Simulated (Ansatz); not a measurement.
# La on W(100): change of the work function, part 2 of 2

How does La on the hollow site change the work function of W(100) as the layer fills?

Ansatz 0.2.0; plane-wave DFT, PBE, Ansatz PAW.

So far, work function, upper face (eV): step 2 (the clean slab) 4.14; step 3 (46 atoms, coverage 0.111 ML, cell 3x3) 3.25; step 4 (21 atoms, coverage 0.25 ML, cell 2x2) 2.58.

### Step 5. The covered slab, k-mesh 6×6×1, coverage 0.5 ML

System of this step: LaW10 (La/W(100)). The cell holds 22 atoms: 20 W and 2 La. Its edges and angles: a = 6.320 Å, b = 6.320 Å, c = 27.309 Å, α = 90.0°, β = 90.0°, γ = 90.0°. Vacuum lies along c.

Contents of input.yaml:

```yaml
crystal:
  lattice:
    - [6.32, 0.0, 0.0]
    - [0.0, 6.32, 0.0]
    - [0.0, 0.0, 27.3087014941]
  atoms:
    - { symbol: W, position: [0.0, 0.0, 0.3295652853] }
    - { symbol: W, position: [0.25, 0.25, 0.387422302] }
    - { symbol: W, position: [0.0, 0.0, 0.4452488734] }
    - { symbol: W, position: [0.25, 0.25, 0.5054720724] }
    - { symbol: W, position: [0.0, 0.0, 0.5578517286] }
    - { symbol: W, position: [0.0, 0.5, 0.3295652853] }
    - { symbol: W, position: [0.25, 0.75, 0.387422302] }
    - { symbol: W, position: [0.0, 0.5, 0.4452488734] }
    - { symbol: W, position: [0.25, 0.75, 0.5054720724] }
    - { symbol: W, position: [0.0, 0.5, 0.5578517286] }
    - { symbol: W, position: [0.5, 0.0, 0.3295652853] }
    - { symbol: W, position: [0.75, 0.25, 0.387422302] }
    - { symbol: W, position: [0.5, 0.0, 0.4452488734] }
    - { symbol: W, position: [0.75, 0.25, 0.5054720724] }
    - { symbol: W, position: [0.5, 0.0, 0.5578517286] }
    - { symbol: W, position: [0.5, 0.5, 0.3295652853] }
    - { symbol: W, position: [0.75, 0.75, 0.387422302] }
    - { symbol: W, position: [0.5, 0.5, 0.4452488734] }
    - { symbol: W, position: [0.75, 0.75, 0.5054720724] }
    - { symbol: W, position: [0.5, 0.5, 0.5578517286] }
    - { symbol: La, position: [0.25, 0.25, 0.6704347147] }
    - { symbol: La, position: [0.75, 0.75, 0.6704347147] }
kpoints:
  mp_grid: { grid: [6, 6, 1] }
hamiltonian:
  xc: pbe
scf:
  occupations: { method: fermi_dirac, width: 0.1 }
  convergence: { dr2_threshold: 1.0e-08 }
efield:
  axis: 3
  dipole_correction: true
  ramp_position: 0.97
  ramp_width: 0.06
relax:
  f_tol: 0.02
  max_steps: 60
  constraints: [{ sites: [0, 1, 5, 6, 10, 11, 15, 16] }]
output:
  dos: { projected: true, e_range: [-8, 4] }
  write_potential: true
  write_density: true
  volumetric_format: npy
  elf: true
```

Launch:

```bash
> ansatz run input.yaml --threads 4 --pin off --max-ram 16384MiB --backend cpu --events-out ev --progress --plain --runs-dir out
```

Run time: 4.5 min. Hardware: 4 threads of Intel Xeon 6975P-C (Granite Rapids), shared host; peak memory 4.8 GiB.

Relaxation path:

```csv
step,energy less that of the first step (eV),largest force component (eV/Å)
1,0.0000,1.9339
2,-1.2059,2.2039
3,-2.1494,2.0349
4,-2.9005,1.4727
5,-3.3468,0.6401
6,-3.5021,0.1927
7,-3.5112,0.0133
```

The run keeps the 16 symmetry operations that the program found, so distortions that break them were not tested.

The atoms that moved most (Å):

```csv
atom,dx,dy,dz,length
La21,0.000,0.000,-0.973,0.973
La22,0.000,0.000,-0.973,0.973
W5,0.000,0.000,0.061,0.061
W10,0.000,0.000,0.061,0.061
W15,0.000,0.000,0.061,0.061
W20,0.000,0.000,0.061,0.061
W9,0.000,0.000,-0.017,0.017
W14,0.000,0.000,-0.017,0.017
```

Final coordinates:

```cif
data_structure
_symmetry_space_group_name_H-M 'P 1'
_symmetry_Int_Tables_number 1
_cell_length_a 6.3200
_cell_length_b 6.3200
_cell_length_c 27.3087
_cell_angle_alpha 90.000
_cell_angle_beta 90.000
_cell_angle_gamma 90.000
_cell_volume 1090.78
loop_
_atom_site_label
_atom_site_type_symbol
_atom_site_fract_x
_atom_site_fract_y
_atom_site_fract_z
_atom_site_occupancy
W1 W 0.00000 0.00000 0.32957 1
W2 W 0.25000 0.25000 0.38742 1
W3 W 0.00000 0.00000 0.44537 1
W4 W 0.25000 0.25000 0.50568 1
W5 W 0.00000 0.00000 0.56007 1
W6 W 0.00000 0.50000 0.32957 1
W7 W 0.25000 0.75000 0.38742 1
W8 W 0.00000 0.50000 0.44537 1
W9 W 0.25000 0.75000 0.50485 1
W10 W 0.00000 0.50000 0.56007 1
W11 W 0.50000 0.00000 0.32957 1
W12 W 0.75000 0.25000 0.38742 1
W13 W 0.50000 0.00000 0.44537 1
W14 W 0.75000 0.25000 0.50485 1
W15 W 0.50000 0.00000 0.56007 1
W16 W 0.50000 0.50000 0.32957 1
W17 W 0.75000 0.75000 0.38742 1
W18 W 0.50000 0.50000 0.44537 1
W19 W 0.75000 0.75000 0.50568 1
W20 W 0.50000 0.50000 0.56007 1
La21 La 0.25000 0.25000 0.63481 1
La22 La 0.75000 0.75000 0.63481 1
```

Running mean over 1.58 Å of the planar mean; the ramp of the sawtooth is left out. Table of electron's electrostatic potential energy less the Fermi level by z:

z (Å), electron's electrostatic potential energy less the Fermi level (eV) and a bar from the least value:
```
      3.5        4.2 ##############################
      4.0        4.2 ##############################
      4.5        4.2 ##############################
      5.0        4.2 ##############################
      5.5        4.2 ##############################
      6.0        4.1 ##############################
      6.5        3.9 ##############################
      7.0        3.4 #############################
      7.5        1.7 ##########################
      8.0       -2.6 ##################
      8.5       -8.0 #########
      9.0      -11.3 ###
      9.5      -12.1 ##
     10.0      -12.3 #
     10.5      -12.5 #
     11.0      -12.6 #
     11.5      -12.6 #
     12.0      -12.5 #
     12.5      -12.2 ##
     13.0      -12.0 ##
     13.5      -12.3 #
     14.0      -12.9 
     14.5      -13.1 
     15.0      -12.5 #
     15.5      -10.6 ####
     16.0       -7.3 ##########
     16.5       -4.8 ##############
     17.0       -4.6 ###############
     17.5       -4.8 ##############
     18.0       -3.1 #################
     18.5       -0.8 #####################
     19.0        1.1 #########################
     19.5        1.8 ##########################
     20.0        2.1 ##########################
     20.5        2.2 ###########################
     21.0        2.3 ###########################
     21.5        2.3 ###########################
     22.0        2.3 ###########################
     22.5        2.3 ###########################
     23.0        2.3 ###########################
     23.5        2.3 ###########################
     24.0        2.3 ###########################
```

The relaxation took 7 steps and lowered the energy by 3.5 eV; the largest force on the free atoms ends at 0.013 eV/Å.

The covered face has 2.33 eV, -1.81 eV against the clean one; the bare back face has moved by -0.03 eV, a measure of how thin the slab is.

### Step 6. Work function against coverage

This step: plane-wave DFT, PBE, Ansatz PAW; work function against coverage (Ansatz 0.2.0).

The runs are now put side by side.

This step gave:

- work function of the clean face: 4.140 eV
- largest change of the work function: -1.810 eV

The work function of the covered face by coverage:

```csv
coverage (adsorbates/nm²),work function of the covered face (eV)
0.00,4.14
1.11,3.25
2.50,2.58
5.01,2.33
```

The dipole per adsorbate comes from the change of the cell's dipole. Coverage, by row:

```csv
coverage (1/nm²),coverage (ML),work function (eV),change (eV),"dipole per adsorbate, positive end outwards (debye)",mean height of the added atoms over the highest substrate atom (Å)
1.113,0.1111,3.252,-0.8881,2.075,1.94
2.504,0.25,2.582,-1.558,1.63,1.993
5.007,0.5,2.331,-1.81,0.946,2.041
```

### Step 7. Results

* work function of the clean face: 4.14 eV
* work function at 0.11 ML: 3.25 eV
* work function at 0.25 ML: 2.58 eV
* work function at 0.5 ML: 2.33 eV
* dipole per adsorbate at 0.11 ML, positive end outwards: 2.08 D

What this shows: La lowers the work function of W(100) at the lowest coverage, by 0.89 eV: the adsorbate layer has its positive end outwards. The dipole per adsorbate falls from 2.08 to 0.95 D as the layer fills. Neighbouring dipoles depolarise each other, and heights and bonding change with coverage too. The slab has 5 layers, at the tabulated experimental lattice constant, one starting site was run, and quantum-size effects of a slab this thin can reach one or two tenths of an eV. The main runs have no spin polarisation; a magnetic state could lie lower and would change these results.

[Long decimals in the printed logs are rounded to 6 places.]

[Logs are printed without paths, hosts, clocks, repeated set-up lines and the standing remarks that a program may print on its own settings, such as how far it seeks lower states.]

[Hosts, paths, dates, database ids (printed as entryN), source tags and the programs' standing remarks are cut or masked in the printed files.]

[Maps of the electrostatic potential energy from Ansatz leave out the sawtooth potential of an applied field or a dipole correction, so their vacuum need not be flat; planar profiles and work functions include it.]
